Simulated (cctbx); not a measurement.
**Symmetry from intensities**

Cell: a = 4.5750 Å, b = 4.5750 Å, c = 8.5990 Å, α = 90.00°, β = 90.00°, γ = 90.00°. Expected content of the cell: La2 Br2 Se2.

The data are simulated with cctbx, not measured: Mo Kα, λ = 0.71073 Å, to d = 0.8 Å, 50 % of the full sphere, strongest reflection 70000 counts, noise from counting, a 1.5 % proportional error and a noise floor of 2 counts (s.d.); no absorption, some extinction.

A first pass over the reflections prints:

```text
688 reflections to d = 0.805 A
centring   violations  <I/sigma> of those
    A        329 of   341     40.5
    B        333 of   346     39.7
    C        334 of   359     38.3
    I        313 of   338     31.7
    R        456 of   471     39.3
    F        498 of   523     39.5
Laue class    unique    Rint  (classes that these axes allow; Friedel mates merged)
P -1              537   0.009
P 1 2/m 1         361   0.010
P 1 1 2/m         360   0.011
P 2/m 1 1         367   0.011
P m m m           237   0.012
P 4/m             198   0.012
P 4/m m m         141   0.012
space group    extra absences  I>4sigma  <I/sigma>
P 4 2 2                 0          0         -  acentric
P 4 21 2                8          0       0.3  acentric
P 4 m m                 0          0         -  acentric
P -4 2 m                0          0         -  acentric
P -4 21 m               8          0       0.3  acentric
P -4 m 2                0          0         -  acentric
P 4/m m m               0          0         -  centric
P 4/n m m :1           25          0       0.1  centric
P 4/n m m :2           25          0       0.1  centric
Wilson B = 0.32 A^2   <|E^2-1|> = 0.764 (0.968 centric, 0.736 acentric)   E^2>4: 0.0 %
shell (A)         n   <I/sigma>
 8.60 - 1.61     24     77.5
 1.61 - 1.28     20     87.6
 1.28 - 1.12     14     79.2
 1.12 - 1.01     22     77.2
 1.01 - 0.94     13     63.6
 0.94 - 0.89     15     74.0
 0.89 - 0.84     17     79.3
 0.84 - 0.80     16     70.1
```

**Question.** What are the lattice type, the Laue class and the likely space group?

Every centring test has many violations, so the lattice is primitive.

Rint stays low (0.009 to 0.012) up to P 4/m m m, the highest class in these axes.

9 settings pass the absence test. The most absences obeyed, 25, belong to P 4/n m m alone.

⟨|E²−1|⟩ = 0.764 leans to a non-centrosymmetric structure. Here that hint misleads: the statistic assumes many like atoms on general positions, and few, heavy or special-position atoms break it. The Wilson B of 0.32 Å² means U ≈ 0.0041 Å².

The true group is P4/nmm (no. 129, origin choice 1), Laue class 4/mmm, centrosymmetric. The tables fix it.

The model was made for the exercise: a known structure type with other elements put in, its volume estimated, not relaxed; displacement parameters are assumed.

[Logs are printed without paths, hosts, clocks, repeated set-up lines and the standing remarks that a program may print on its own settings, such as how far it seeks lower states.]
